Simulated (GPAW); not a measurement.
**Bi2SO2 (Pnnm): G0W0 on several meshes in GPAW**

How does the mesh move the gap of Bi2SO2 (Pnnm)?

Method: LDA and many-body steps on it, plane waves, in GPAW 26.7.0.

Report form: the programs' logs are mostly left out.

## Step 1: The structure

The structure is orthorhombic, space group Pnnm (No. 58). The conventional cell has a = 3.877 Å, b = 11.964 Å, c = 3.843 Å, α = 90.00°, β = 90.00°, γ = 90.00°. Nearest to Bi lie 4 O at 2.24 to 2.38 Å and 2 S at 3.05 Å. Nearest to S lie 4 Bi at 3.05 Å. O has 4 Bi at 2.24 to 2.38 Å nearest. Farther neighbours and most contacts between anions are not listed.

Coordinates:

```xyz
10
Lattice="3.8773 0.0000 0.0000 0.0000 11.9637 0.0000 0.0000 0.0000 3.8426" Properties=species:S:1:pos:R:3 pbc="T T T"
Bi    1.6259   10.2424    1.9213
Bi    2.2514    1.7213    1.9213
Bi    3.5645    7.7032    0.0000
Bi    0.3128    4.2605    0.0000
S     0.0000    0.0000    0.0000
S     1.9386    5.9818    1.9213
O     1.7099    8.9621    0.0000
O     2.1674    3.0016    0.0000
O     3.6485    8.9834    1.9213
O     0.2288    2.9803    1.9213
```

The cell and positions are those that the Materials Project relaxed with its own functionals (PBE, PBE+U or r2SCAN), kept fixed. Spin-orbit coupling is left out unless a step names it.

## Step 2: Empty states on the mesh, 4×1×4 mesh, 609 bands

This step: GPAW 26.7.0; DFT, LDA, plane waves, PAW.

The sums over transitions need many empty states on a uniform mesh; this step solves for them.

run.py

```python
import json
import numpy as np
from gpaw.mpi import world
from gpaw import GPAW

calc = GPAW('gs.gpw').fixed_density(kpts={'size': (4, 1, 4), 'gamma': True},
    parallel={'domain': 1, 'band': 1},
    txt='nscf.txt')
calc.diagonalize_full_hamiltonian(nbands=609)
calc.write('full.gpw', mode='all')
res = {}
kpts = calc.get_ibz_k_points()
res['kpts'] = kpts
res['eigenvalues'] = [calc.get_eigenvalues(kpt=k) for k in range(len(kpts))]
res['n_electrons'] = calc.get_number_of_electrons()

if world.rank == 0:
    with open('result.json', 'w') as f:
        json.dump(res, f, default=lambda x: x.tolist())
```

Command:

```sh
> mpirun -n 4 gpaw python run.py
```

Wall time 5.2 min (4 MPI ranks of AMD EPYC 9R14 (Zen 4), shared host); peak memory 12 GiB.

This step gave:

```
gap                                                           : 0.7403 eV
k of the valence top                                          : 0.5, 0, 0
k of the conduction bottom                                    : 0, 0, 0
least direct gap                                              : 1.074 eV
k points computed                                             : 9
lowest point of the top converged band, above the valence top : 113.5112 eV
```

On this mesh the gap is 0.740 eV.

## Step 3: 4×1×4

G0W0 replaces the xc potential by the self-energy, built once from these orbitals. Only a window of levels is corrected, while the sums run over the empty bands that the input names.

This step: G0W0 on LDA, plane waves, PAW.

run.py

```python
import json
import numpy as np
from gpaw.mpi import world
from gpaw.response.g0w0 import G0W0

gw = G0W0('full.gpw',
    filename='gw',
    kpts=[0, 6],
    bands=(46, 50),
    ecut=78,
    nbands=278,
    integrate_gamma='WS',
    ppa=True)
gw.calculate()
res = {mode: {k: v for k, v in r.items() if k != 'sigma_eskwn'}
       for mode, r in gw.all_results.items()}

if world.rank == 0:
    with open('result.json', 'w') as f:
        json.dump(res, f, default=lambda x: x.tolist())
```

Command:

```sh
> mpirun -n 4 gpaw python run.py
```

The job ended after 2.6 min (4 MPI ranks; peak memory 2.8 GiB; 10 min of CPU time).

This step gave:

```yaml
g0w0_gap_on_the_points_computed: 1.121 eV
least_direct_g0w0_gap_on_the_computed_points: 1.804 eV
z_at_the_valence_top: 0.7800
z_at_the_conduction_bottom: 0.8152
starting_gap_on_the_mesh: 0.7403 eV
k_of_the_valence_top: 0.5, 0, 0
k_of_the_conduction_bottom: 0, 0, 0
```

The gap on the mesh goes from 0.74 eV to 1.12 eV, a correction of +0.38 eV.

## Step 4: Empty states on the mesh, 2×1×2 mesh, 288 bands

This step: DFT, LDA, plane waves, PAW.

run.py

```python
import json
import numpy as np
from gpaw.mpi import world
from gpaw import GPAW

calc = GPAW('gs.gpw').fixed_density(kpts={'size': (2, 1, 2), 'gamma': True},
    nbands=336,
    convergence={'bands': 288},
    txt='nscf.txt')
calc.write('full.gpw', mode='all')
res = {}
kpts = calc.get_ibz_k_points()
res['kpts'] = kpts
res['eigenvalues'] = [calc.get_eigenvalues(kpt=k) for k in range(len(kpts))]
res['n_electrons'] = calc.get_number_of_electrons()

if world.rank == 0:
    with open('result.json', 'w') as f:
        json.dump(res, f, default=lambda x: x.tolist())
```

Command:

```sh
> mpirun -n 4 gpaw python run.py
```

It took 48 s on 4 MPI ranks; peak memory 1.6 GiB.

Numbers from this step:

```yaml
gap: 0.7403 eV
k_of_the_valence_top: 0.5, 0, 0
k_of_the_conduction_bottom: 0, 0, 0
least_direct_gap: 1.074 eV
k_points_computed: 4
lowest_point_of_the_top_converged_band_above_the_valence_top: 62.0751 eV
```

On this mesh the gap is 0.740 eV.

## Step 5: 2×1×2

This step: G0W0 on LDA, plane waves, PAW.

run.py

```python
import json
import numpy as np
from gpaw.mpi import world
from gpaw.response.g0w0 import G0W0

gw = G0W0('full.gpw',
    filename='gw',
    kpts=[0, 2],
    bands=(46, 50),
    ecut=78,
    nbands=278,
    integrate_gamma='WS',
    ppa=True)
gw.calculate()
res = {mode: {k: v for k, v in r.items() if k != 'sigma_eskwn'}
       for mode, r in gw.all_results.items()}

if world.rank == 0:
    with open('result.json', 'w') as f:
        json.dump(res, f, default=lambda x: x.tolist())
```

Command:

```sh
> mpirun -n 4 gpaw python run.py
```

Elapsed: 33 s, on 4 MPI ranks; peak memory 2.6 GiB.

Numbers from this step:

| Property | Result |
| --- | --- |
| G0W0 gap on the points computed | 1.114 eV |
| least direct G0W0 gap on the computed points | 1.849 eV |
| Z at the valence top | 0.7786 |
| Z at the conduction bottom | 0.8111 |
| starting gap on the mesh | 0.7403 eV |
| k of the valence top | 0.5, 0, 0 |
| k of the conduction bottom | 0, 0, 0 |

Against G0W0 in GPAW (4×1×4 mesh, 278 bands, screening to 78 eV, Godby-Needs plasmon pole), the gap moves by −0.007 eV.

## Step 6: Side by side

Times are wall times on 4 MPI ranks of AMD EPYC 9R14 (Zen 4), shared host, good to a factor of about two.

| run | mesh | bands | screening cutoff (eV) | DFT gap (eV) | gap on the mesh (eV) | direct (eV) | time |
| --- | --- | --- | --- | --- | --- | --- | --- |
| 4×1×4 | 4×1×4 | 278 | 78 | 0.740 | 1.121 | 1.804 | 2.6 min |
| 2×1×2 | 2×1×2 | 278 | 78 | 0.740 | 1.114 | 1.849 | 33 s |

## Step 7: Results

```yaml
4x1x4: 1.121 eV
2x1x2: 1.114 eV
known_limits: not at the basis limit; no spin-orbit coupling; coarse k mesh
```

What this shows: 2×1×2: −0.007 eV against 4×1×4. Bands and cutoff are finite, so the gap is not at the basis limit. The miss can reach some tenths of an eV and take either sign; the mesh is an error of its own. These stock PAW sets were not made for GW. In the G0W0 runs levels were corrected at 2 k points alone, so a gap called «on the mesh» is the least over those, and an edge elsewhere would be missed. The 4×1×4 mesh is coarse for this cell, which bears on the long-range parts of exchange and screening. Mesh or cutoff lie under what a gap needs, so these runs test behaviour and cost; their gaps are not to be quoted. Where an edge is built on 6p states of lead, bismuth or thallium, scalar-relativistic gaps usually stand too wide, by a few tenths to over one eV. The many-body steps are scalar-relativistic: spin-orbit coupling is not in them.

[Paths, hosts, dates, memory and timing lines, banners, echoed tables and standing remarks are left out of the program output.]

[Logs are printed without paths, hosts, clocks, repeated set-up lines and the standing remarks that a program may print on its own settings, such as how far it seeks lower states.]

[Runs of the session that timed out or met a known fault of the program may be left out.]

[Hosts, paths, dates, database ids (printed as entryN), source tags and the programs' standing remarks are cut or masked in the printed files.]
